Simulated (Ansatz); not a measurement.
# Bi2Te3 (Tellurobismuthite): how G0W0 depends on its starting point

One-shot GW is not self-consistent; how far does the start matter for Bi2Te3 (Tellurobismuthite)?

Calculated with Ansatz 0.2.0; G0W0 on several functionals, plane waves, PAW.

Report form: the programs' logs are mostly left out.

In doubt: masses and optical values from hybrid runs of this build are listed as unsure (step 4), which bears on the screening that GW takes from such a start.

## 1. Set-up

It takes space group R-3m (No. 166, trigonal). Conventional cell: a = 4.386 Å, b = 4.386 Å, c = 30.497 Å, α = 90.00°, β = 90.00°, γ = 120.00°. Bi has 6 Te at 3.07 to 3.25 Å nearest. Te has 6 Bi at 3.25 Å nearest. Nearest to Te lie 3 Bi at 3.07 Å. Farther neighbours and most contacts between anions are not listed.

The cell and positions come from the Crystallography Open Database and are kept as given unless a step says otherwise. Spin-orbit coupling is left out unless a step names it. The default PAW set here is soft_2. Its files were made with PBE.

## 2. G0W0 on PBE

Now the one-shot GW correction: screening in the RPA, then the self-energy of the levels asked for.

This step: G0W0 on PBE, plane waves, PAW.

input.yaml

```yaml
crystal:
  lattice:
    - [2.193, 1.2661291403, 10.1656666667]
    - [-2.193, 1.2661291403, 10.1656666667]
    - [0.0, -2.5322582807, 10.1656666667]
  atoms:
    - { symbol: Bi, position: [0.4, 0.4, 0.4] }
    - { symbol: Bi, position: [0.6, 0.6, 0.6] }
    - { symbol: Te, position: [0.0, 0.0, 0.0] }
    - { symbol: Te, position: [0.2095, 0.2095, 0.2095] }
    - { symbol: Te, position: [0.7905, 0.7905, 0.7905] }
kpoints:
  mp_grid: { grid: [4, 4, 4] }
hamiltonian:
  xc: pbe
scf:
  occupations: { method: fixed }
gw:
  n_empty_bands: 1087
  ecut_chi: 200.0
  qp_bands: [v2, c2]
  qp_kpoints: band_edges
  screening: { model: contour_deformation }
```

Launch:

```sh
$ ansatz run input.yaml --threads 3 --pin off --max-ram 92160MiB --backend cuda --events-out ev --progress --plain --runs-dir out --devices 1 --max-vram 13GiB  # rebuilt from the run's record
```

Run time: 2.2 min. Hardware: 1 × NVIDIA H100 80GB HBM3 (shared by 6 runs) with 3 threads of AMD EPYC 7R13 (Zen 3), shared host; peak memory 4.5 GiB.

This step gave:

- bands summed: 1126
- RPA ε∞ on this mesh (eigenvalues): 47.39, 47.39, 54.40
- plane waves in the screening matrix: 1073
- q-points in the mesh: 64
- G0W0 gap on the mesh: 0.5218 eV
- k of the valence top: 0, 0, 0
- k of the conduction bottom: 0, 0, 0
- starting gap on the mesh: 0.2971 eV
- Z at the valence top: 0.7519
- Z at the conduction bottom: 0.7698
- least direct G0W0 gap on the computed points: 0.5218 eV

The gap on the mesh goes from 0.30 eV to 0.52 eV, a correction of +0.22 eV. Between the two edge states, bare exchange in place of the xc potential would open the gap by 3.07 eV, and correlation takes back 2.84 eV.

## 3. G0W0 on r2SCAN

The same correction from a different start measures what one shot leaves open.

This step: G0W0 on r2SCAN, plane waves, PAW.

Changes to input.yaml since step 2:

```diff
@@ -14,3 +14,3 @@
 hamiltonian:
-  xc: pbe
+  xc: r2scan
 scf:
```

It took 2.6 min on 1 × NVIDIA H100 80GB HBM3 (shared by 6 runs) with 3 threads; peak memory 6.1 GiB; 4.5 min of CPU time.

This step gave:

```yaml
bands_summed: 1126
rpa_eps_infinity_on_this_mesh_eigenvalues: 30.37, 39.38, 39.38
plane_waves_in_the_screening_matrix: 1073
q_points_in_the_mesh: 64
g0w0_gap_on_the_mesh: 0.6123 eV
k_of_the_valence_top: 0, 0, 0
k_of_the_conduction_bottom: 0, 0, 0
starting_gap_on_the_mesh: 0.5229 eV
z_at_the_valence_top: 0.7582
z_at_the_conduction_bottom: 0.7745
least_direct_g0w0_gap_on_the_computed_points: 0.6123 eV
```

Against the run with 4×4×4 mesh, 1087 empty bands, screening to 200 eV on PBE, the gap moves by +0.09 eV, while the start moved by +0.23 eV.

## 4. G0W0 on HSE06

This step: G0W0 on HSE06, plane waves, PAW.

Changes to input.yaml since step 3:

```diff
@@ -14,3 +14,3 @@
 hamiltonian:
-  xc: r2scan
+  xc: hse06
 scf:
```

Run time: 5.3 min. Hardware: 1 × NVIDIA H100 80GB HBM3 (shared by 6 runs) with 3 threads; peak memory 5.2 GiB; 7.2 min of CPU time.

Numbers from this step:

| Quantity | Value |
| --- | --- |
| bands summed | 1126 |
| RPA ε∞ on this mesh (eigenvalues) | 25.73, 29.81, 29.81 |
| plane waves in the screening matrix | 1073 |
| G0W0 gap on the mesh | 0.6575 eV |
| k of the valence top | 0, 0, 0 |
| k of the conduction bottom | 0, 0, 0 |
| starting gap on the mesh | 0.6414 eV |
| least direct G0W0 gap on the computed points | 0.6575 eV |

Against the run with 4×4×4 mesh, 1087 empty bands, screening to 200 eV on r2SCAN, the gap moves by +0.05 eV, while the start moved by +0.12 eV.

## 5. Side by side

All on the 4×4×4 mesh with 1087 empty bands and screening to 200 eV. Times are wall times on 1 × NVIDIA H100 80GB HBM3 (shared by 6 runs) with 3 threads of AMD EPYC 7R13 (Zen 3), shared host, good to a factor of about two.

```
 start  starting gap (eV)  shift (eV)  G0W0 gap (eV)  RPA ε∞ (harmonic mean)  Z (valence, conduction)     time
   PBE               0.30       +0.22           0.52                   49.51               0.75, 0.77  2.2 min
r2SCAN               0.52       +0.09           0.61                   35.84               0.76, 0.77  2.6 min
 HSE06               0.64       +0.02           0.66                   28.32               0.77, 0.79  5.3 min
```

How the two edges are built up, in eV (the quasiparticle level is the starting level plus Σx plus Σc less Vxc):

```
   run               edge  start      Σx     Σc     Vxc     Z    QP
   PBE        valence top   9.31  -14.61  -0.19  -14.34  0.75  8.86
   PBE  conduction bottom   9.61  -10.04  -3.03  -12.84  0.77  9.38
r2SCAN        valence top   9.22  -14.82  -0.01  -14.47  0.76  8.86
r2SCAN  conduction bottom   9.75   -9.85  -3.19  -12.76  0.77  9.47
 HSE06        valence top   9.07  -14.79  -0.04  -14.54  0.77  8.79
 HSE06  conduction bottom   9.71   -9.69  -3.22  -12.64  0.79  9.45
```

For a hybrid start, Vxc holds its share of exact exchange.

## 6. Results

```
G0W0@PBE     : 0.52 eV (start 0.30 eV)
G0W0@r2SCAN  : 0.61 eV (start 0.52 eV)
G0W0@HSE06   : 0.66 eV (start 0.64 eV)
known limits : not at the basis limit; model gap, bands may invert with spin-orbit coupling; mesh may overstate the screening; no spin-orbit coupling
```

What this shows: The starting gaps span 0.34 eV and the G0W0 gaps 0.14 eV. Between PBE and HSE06, 0.14 eV of the 0.34 eV survives, 39 %. The smallest correction, +0.02 eV, is on HSE06, the start nearest to reproducing itself, though another is as near within the errors. Bands and cutoff are finite, so the gap is not at the basis limit. The miss can reach some tenths of an eV and take either sign; the mesh is an error of its own. Where an edge is built on 6p states of lead, bismuth or thallium, scalar-relativistic gaps usually stand too wide, by a few tenths to over one eV. With atoms this heavy and so narrow a gap, spin-orbit coupling can invert the bands. These scalar-relativistic gaps are then model values, not to be set against experiment, and a spin-orbit change taken from DFT can't simply be added. The RPA ε∞ on this mesh reaches over 25; with a narrow direct gap a coarse mesh can overstate it, and the correction is then too small.

[Paths, hosts, dates, memory and timing lines, banners, echoed tables and standing remarks are left out of the program output.]

[Logs are printed without paths, hosts, clocks, repeated set-up lines and the standing remarks that a program may print on its own settings, such as how far it seeks lower states.]

[Runs of the session that timed out or met a known fault of the program may be left out.]

[Cells called generated may have been cut or substituted from an entry of the Crystallography Open Database or the Materials Project.]

[Hosts, paths, dates, database ids (printed as entryN), source tags and the programs' standing remarks are cut or masked in the printed files.]
